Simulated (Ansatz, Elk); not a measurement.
# How far do independent atoms describe Y2VPb2?

Structure refinements treat a crystal as free atoms side by side. For a made-up structure of Y2VPb2 (cell and positions from a PBEsol relaxation) the runs below show what the calculated density changes in F(hkl).

Program: Elk 11.2.3 (patched build). Level of theory: DFT, PBE, all-electron APW+lo, Dirac cores, scalar-relativistic bands, static density, ferromagnetic start. Results are calculated unless marked as measured.

The structure was built from a prototype and need not be the compound's stable phase.

## 1. Starting point

It takes space group Immm (No. 71, orthorhombic). The conventional cell has a = 4.385 Å, b = 6.447 Å, c = 9.027 Å, α = 90.00°, β = 90.00°, γ = 90.00°. Pb has 2 V at 2.78 Å and 1 Pb at 3.03 Å and 6 Y at 3.16 to 3.25 Å nearest. Y has 6 Pb at 3.16 to 3.25 Å and 2 V at 3.45 Å nearest. Nearest to V lie 4 Pb at 2.78 Å and 4 Y at 3.45 Å. Farther neighbours are not listed.

## 2. Ground state and structure factors

An all-electron density is needed, since X-rays see the cores too. Task 0 finds the density and task 195 Fourier-transforms it; tshift is off so that phases refer to the origin typed.

File elk.in:

```
tasks
  0
  195
  196

xctype
  20

spinpol
  .true.

rgkmax
  7.0

gmaxvr
  14.0

lmaxo
  7

lmaxapw
  8

swidth
  0.002

tshift
  .false.

ramdisk
  .false.

hmaxvr
  5.5

maxscl
  120

epspot
  1e-06

reducebf
  0.8

sppath
  './'

avec
  -4.14279096710 6.09179725082 8.52942278102
  4.14279096710 -6.09179725082 8.52942278102
  4.14279096710 6.09179725082 -8.52942278102

atoms
  3
  'Pb.in'
  2
  0.7352075504 0.5000000000 0.2352075504   0.000000 0.000000 0.000000
  0.2647924496 0.5000000000 0.7647924496   0.000000 0.000000 0.000000
  'Y.in'
  2
  0.7052569519 0.2052569519 0.5000000000   0.000000 0.000000 0.000000
  0.2947430481 0.7947430481 0.5000000000   0.000000 0.000000 0.000000
  'V.in'
  1
  -0.0000000000 0.0000000000 -0.0000000000   0.000000 0.000000 -0.115000

ngridk
  5 5 5
```

The run is started by

```sh
> OMP_NUM_THREADS=4 elk
```

Numbers of over 12 decimals in the logs are rounded to 6 here.

Output:

```text
┌─────────────────────────┐
│ Elk code version 11.2.3 │
└─────────────────────────┘

All units are atomic (Hartree, Bohr, etc.)

┌─────────────────────────────────────────────────┐
│ Ground-state run starting from atomic densities │
└─────────────────────────────────────────────────┘

Lattice vectors :
  -4.142790967       6.091797251       8.529422781
   4.142790967      -6.091797251       8.529422781
   4.142790967       6.091797251      -8.529422781

Reciprocal lattice vectors :
 -0.1125202003E-16  0.5157086693      0.3683241802
  0.7583275812      0.9973236250E-17  0.3683241802
  0.7583275812      0.5157086693      0.1771027971E-17

Unit cell volume      :    861.0296251
Brillouin zone volume :   0.2880855736

Muffin-tin inner radius fraction :   0.1000000000E-01

Nuclei treated as point charges

Species : 1 (Pb)
 parameters loaded from : Pb.in
 name : lead
 nuclear charge    :   -82.00000000
 electronic charge :    82.00000000
 atomic mass :    377702.4943
 muffin-tin radius :    2.800000000
 number of radial points in muffin-tin :   1393
 inner part over the whole radius :   0.9993555083E-02
 number on inner part of muffin-tin    :   1001
 approximate nuclear radius :   0.1047603524E-03
 number of mesh points to nuclear radius :    525
 atomic positions (lattice), magnetic fields (Cartesian) :
  1 :  -0.26479245  0.50000000  0.23520755    0.00000000  0.00000000  0.00000000
  2 :   0.26479245  0.50000000 -0.23520755    0.00000000  0.00000000  0.00000000

Species : 2 (Y)
 parameters loaded from : Y.in
 name : yttrium
 nuclear charge    :   -39.00000000
 electronic charge :    39.00000000
 atomic mass :    162065.4503
 muffin-tin radius :    2.600000000
 number of radial points in muffin-tin :   1193
 inner part over the whole radius :   0.9871815862E-02
 number on inner part of muffin-tin    :    847
 approximate nuclear radius :   0.8135895711E-04
 number of mesh points to nuclear radius :    416
 atomic positions (lattice), magnetic fields (Cartesian) :
  1 :  -0.29474305  0.20525695  0.50000000    0.00000000  0.00000000  0.00000000
  2 :   0.29474305 -0.20525695  0.50000000    0.00000000  0.00000000  0.00000000

Species : 3 (V)
 parameters loaded from : V.in
 name : vanadium
 nuclear charge    :   -23.00000000
 electronic charge :    23.00000000
 atomic mass :    92860.67382
 muffin-tin radius :    2.400000000
 number of radial points in muffin-tin :    993
 inner part over the whole radius :   0.9920165687E-02
 number on inner part of muffin-tin    :    699
 approximate nuclear radius :   0.6897515165E-04
 number of mesh points to nuclear radius :    327
 atomic positions (lattice), magnetic fields (Cartesian) :
  1 :   0.00000000  0.00000000  0.00000000    0.00000000  0.00000000 -0.11500000

Total number of atoms per unit cell :    5
Total muffin-tin volume :    389.0548342
 ratio of muffin-tin to unit cell volume :   0.4518483718

Spin treatment :
 spin-polarised
 global magnetic field (Cartesian) :    0.000000000       0.000000000       0.000000000
 collinear magnetisation in z-direction

Number of Bravais lattice symmetries :    8
Number of crystal symmetries         :    8
Crystal has inversion symmetry
Real symmetric eigensolver will be used

k-point grid :      5     5     5
k-point offset :    0.000000000       0.000000000       0.000000000
k-point set is reduced with full crystal symmetry group
Total number of k-points :       27

Muffin-tin radius times maximum |G+k| :    7.000000000
 using average radius
Maximum |G+k| for APW functions       :    2.651515152
Maximum (1/2)|G+k|²                   :    3.515266299
Maximum |G| for potential and density :    14.00000000
Constant for pseudocharge density :   10
 order of it for each species :   17  17  17
 order of it for pair densities of each species (exact exchange by exxq0 0: 18) :   11   9   7
Radial integration step length :    1

G-vector grid sizes :     54    54    54
Number of G-vectors :    39891

Maximum angular momentum used for
[...]
RMS change in Kohn-Sham potential (target) :    2.162180308     (  0.1000000000E-05)
Absolute change in total energy (target)   :   0.1800954616E-01 (  0.1000000000E-03)

[... loops 3 to 26 left out ...]

┌──────────────────┐
│ Loop number : 27 │
└──────────────────┘

Energies :
 Fermi                       :     0.267657
 sum of occupied eigenvalues :     -30437.459211962
 electron kinetic            :      56685.384100884
 core electron kinetic       :      56228.196764020
 Coulomb                     :     -105217.72702467
 Coulomb potential           :     -85756.008451378
 nuclear-nuclear             :     -3955.2149310442
 electron-nuclear            :     -116844.64141032
 Hartree                     :      15582.129316699
 Madelung                    :     -62339.722798978
 xc potential                :     -1366.7152651526
 xc effective B-field        :    -0.119593
 external B-field            :      0.000000
 exchange                    :     -1030.6515121755
 correlation                 :     -15.084777294105
 electron entropic           :    -0.13289768314423E-02
 total energy                :     -49578.080542230
 (external B-field energy excluded from total)

Density of states at Fermi energy :    97.39626827
 (states/Hartree/unit cell)

Estimated indirect band gap :   0.1374512279E-02
 from k-point 12 to k-point 14
Estimated direct band gap   :   0.4098828304E-02
 at k-point 20

Charges :
 core                        :    202.0000000
 valence                     :    63.00000000
 interstitial                :    8.460022635
 muffin-tins (core leakage)
  species : 1 (Pb)
[...]
species : 2 (Y)
[...]
species : 3 (V)
[...]
total in muffin-tins        :    256.5399774
 total calculated charge     :    264.9972945
 total charge                :    265.0000000
 error                       :   0.2705472345E-02

Moments :
 interstitial                :   0.6842136551
 muffin-tins
  species : 1 (Pb)
[...]
species : 2 (Y)
[...]
species : 3 (V)
[...]
total in muffin-tins        :    2.300159763
 total moment                :    2.984373418

RMS change in Kohn-Sham potential (target) :   0.2693382000E-06 (  0.1000000000E-05)
Absolute change in total energy (target)   :   0.6890446093E-04 (  0.1000000000E-03)

Convergence targets achieved

┌──────────────────┐
│ Loop number : 28 │
└──────────────────┘

Energies :
 Fermi                       :     0.267657
 sum of occupied eigenvalues :     -30437.459229915
 electron kinetic            :      56685.384086392
 core electron kinetic       :      56228.196759062
 Coulomb                     :     -105217.72701471
 Coulomb potential           :     -85756.008464780
 nuclear-nuclear             :     -3955.2149310442
 electron-nuclear            :     -116844.64137488
 Hartree                     :      15582.129291218
 Madelung                    :     -62339.722782317
 xc potential                :     -1366.7152580332
 xc effective B-field        :    -0.119591
 external B-field            :      0.000000
 exchange                    :     -1030.6515089675
 correlation                 :     -15.084777539382
 electron entropic           :    -0.13289957186540E-02
 total energy                :     -49578.080543818
 (external B-field energy excluded from total)

Density of states at Fermi energy :    97.39768700
 (states/Hartree/unit cell)

Estimated indirect band gap :   0.1374300046E-02
 from k-point 12 to k-point 14
Estimated direct band gap   :   0.4099363569E-02
 at k-point 20

Charges :
 core                        :    202.0000000
 valence                     :    63.00000000
 interstitial                :    8.460025416
 muffin-tins (core leakage)
  species : 1 (Pb)
[...]
species : 2 (Y)
   atom 1                    :    36.75540560     (  0.8574896817E-05)
   atom 2                    :    36.75540560     (  0.8574896817E-05)
  species : 3 (V)
   atom 1                    :    21.42322335     ( -0.2221823046E-06)
 total in muffin-tins        :    256.5399746
 total calculated charge     :    264.9972945
 total charge                :    265.0000000
 error                       :   0.2705471755E-02

Moments :
 interstitial                :   0.6842062980
 muffin-tins
  species : 1 (Pb)
[...]
species : 2 (Y)
   atom 1                    :   0.2015955387E-01
   atom 2                    :   0.2015955387E-01
  species : 3 (V)
   atom 1                    :    2.305379313
 total in muffin-tins        :    2.300143209
 total moment                :    2.984349507

┌──────────────────────────────┐
│ Self-consistent loop stopped │
└──────────────────────────────┘

Warning : core states of species 1 leak from the muffin-tin :   0.1233643555E-02

Wrote STATE.OUT
```

Wall time 7.9 min (4 threads of Intel Xeon Platinum 8259CL at 2.50GHz (Skylake/Cascade Lake), shared host); peak memory 0.6 GiB; 28 min of CPU time.

SFACRHO.OUT:

```text

h k l indices transformed by vhmat matrix:
   1.000000000       0.000000000       0.000000000    
   0.000000000       1.000000000       0.000000000    
   0.000000000       0.000000000       1.000000000    

      h      k      l  multipl.   |H|            Re(F)            Im(F)           |F|

      0      0      0      1   0.0000000       265.00000      0.31432046E-15   265.00000    
      0     -1      1      4  0.63373349      -13.405209     -0.11941985E-13   13.405209    
      1      1     -1      2  0.73664836       114.81016     -0.18818888E-12   114.81016    
      0      1      0      4  0.84304414      -112.47483      0.89585179E-13   112.47483    
      0      0     -1      4  0.91706933      -33.951081     -0.19959483E-13   33.951081    
     -1      1     -1      2   1.0314173      -60.139147      0.12170234E-12   60.139147    
     -1     -1      0      8   1.1762937       84.444802     -0.14858278E-13   84.444802    
     -1     -2      2      4   1.2193932       51.099739     -0.71684925E-13   51.099739    
      0     -2      2      4   1.2674670      -173.16939     -0.21509514E-12   173.16939    
      1     -2      1      8   1.3321205       170.27256      0.21510166E-12   170.27256    
     -2     -1      2      4   1.3401586      -167.18964     -0.24795826E-12   167.18964    
     -2     -2      2      2   1.4732967       177.02024      0.28083273E-12   177.02024    
      1     -1     -1      2   1.5166552       208.94532      0.28401840E-15   208.94532    
      2     -1      1      4   1.5903652       36.120835      0.41801619E-13   36.120835    
     -1      2      0      8   1.6437339      -12.604570      0.11929753E-13   12.604570    
      2      0     -2      4   1.6860883       97.410525     -0.20609095E-12   97.410525    
     -3      0      1      8   1.6911081       100.83452      0.59761655E-13   100.83452    
      2     -2      1      4   1.7229799      -76.742329     -0.41031128E-13   76.742329
```

Elk indexes on the primitive cell of elk.in and gives |H| = 4π sin θ/λ in inverse bohr. Below, one row stands for each form hkl of the conventional cell (m members, Friedel mates merged), F is for one primitive cell and the density is static (no thermal factor). Free-atom factors are Waasmaier and Kirfel's, and R is Σm||F|−|F'||/Σm|F|.

```csv
hkl,m,sin θ/λ (Å⁻¹),"abs F, DFT",neutral atoms,diff.
011,4,0.095,13.405,13.579,-0.174
002,2,0.111,114.810,114.754,+0.056
101,4,0.127,112.475,112.710,-0.235
110,4,0.138,33.951,33.979,-0.028
020,2,0.155,60.139,60.143,-0.004
112,8,0.177,84.445,84.586,-0.141
013,4,0.183,51.100,51.247,-0.148
022,4,0.191,173.169,173.423,-0.254
121,8,0.200,170.273,170.612,-0.339
103,4,0.202,167.190,167.536,-0.346
004,2,0.222,177.020,177.550,-0.530
200,2,0.228,208.945,209.520,-0.575
031,4,0.239,36.121,36.259,-0.138
211,8,0.247,12.605,12.539,+0.066
202,4,0.254,97.410,97.865,-0.454
123,8,0.254,100.835,101.149,-0.314
130,4,0.259,76.742,76.739,+0.004
114,8,0.261,2.881,2.928,-0.047
024,4,0.271,86.780,86.931,-0.151
220,4,0.276,55.102,55.270,-0.168
132,8,0.282,25.933,25.846,+0.087
033,4,0.286,89.358,89.356,+0.002
```

## 3. The magnetisation density

The same run holds the spin density, and task 196 transforms it. The order is that of the start, and no other was tried.

SFACMAG_1.OUT:

```text

h k l indices transformed by vhmat matrix:
   1.000000000       0.000000000       0.000000000    
   0.000000000       1.000000000       0.000000000    
   0.000000000       0.000000000       1.000000000    

      h      k      l  multipl.   |H|            Re(F)            Im(F)           |F|

      0      0      0      1   0.0000000       2.9843496      0.35626288E-17   2.9843496    
      0     -1      1      4  0.63373349       2.4593234      0.16775498E-16   2.4593234    
      1      1     -1      2  0.73664836       1.7184035     -0.32188078E-16   1.7184035    
      0      1      0      4  0.84304414       2.0496371      0.75147714E-16   2.0496371    
      0      0     -1      4  0.91706933       2.0878738     -0.34906012E-16   2.0878738    
     -1      1     -1      2   1.0314173       1.9198652     -0.56934972E-16   1.9198652    
     -1     -1      0      8   1.1762937       1.4256374     -0.22810736E-16   1.4256374    
     -1     -2      2      4   1.2193932       1.2185954     -0.40223144E-16   1.2185954    
      0     -2      2      4   1.2674670       1.2094129      0.23136819E-16   1.2094129    
      1     -2      1      8   1.3321205       1.2425331     -0.15183680E-16   1.2425331    
     -2     -1      2      4   1.3401586      0.99669076      0.25749602E-16  0.99669076    
     -2     -2      2      2   1.4732967      0.87010685      0.52092972E-16  0.87010685    
      1     -1     -1      2   1.5166552       1.0365969     -0.67558277E-17   1.0365969    
      2     -1      1      4   1.5903652       1.0551100      0.10840270E-16   1.0551100    
     -1      2      0      8   1.6437339      0.89310553      0.13160318E-16  0.89310553    
      2      0     -2      4   1.6860883      0.95021875     -0.28382448E-16  0.95021875
```

The total moment is 2.98 μB a cell; sphere moments: Pb1 -0.02, Pb2 -0.02, Y3 +0.02, Y4 +0.02, V5 +2.31 μB. Polarised neutrons measure spin and orbital magnetisation together; without spin-orbit coupling the run gives the spin part:

```csv
hkl,sin θ/λ (Å⁻¹),abs F_M (μB)
011,0.095,2.459
002,0.111,1.718
101,0.127,2.050
110,0.138,2.088
020,0.155,1.920
112,0.177,1.426
013,0.183,1.219
022,0.191,1.209
121,0.200,1.242
103,0.202,0.997
004,0.222,0.870
200,0.228,1.037
031,0.239,1.055
211,0.247,0.893
```

(Part 1 of 2 ends here.)

[Logs are printed without paths, hosts, clocks, repeated set-up lines and the standing remarks that a program may print on its own settings, such as how far it seeks lower states.]

[Hosts, paths, dates, database ids (printed as entryN), source tags and the programs' standing remarks are cut or masked in the printed files.]
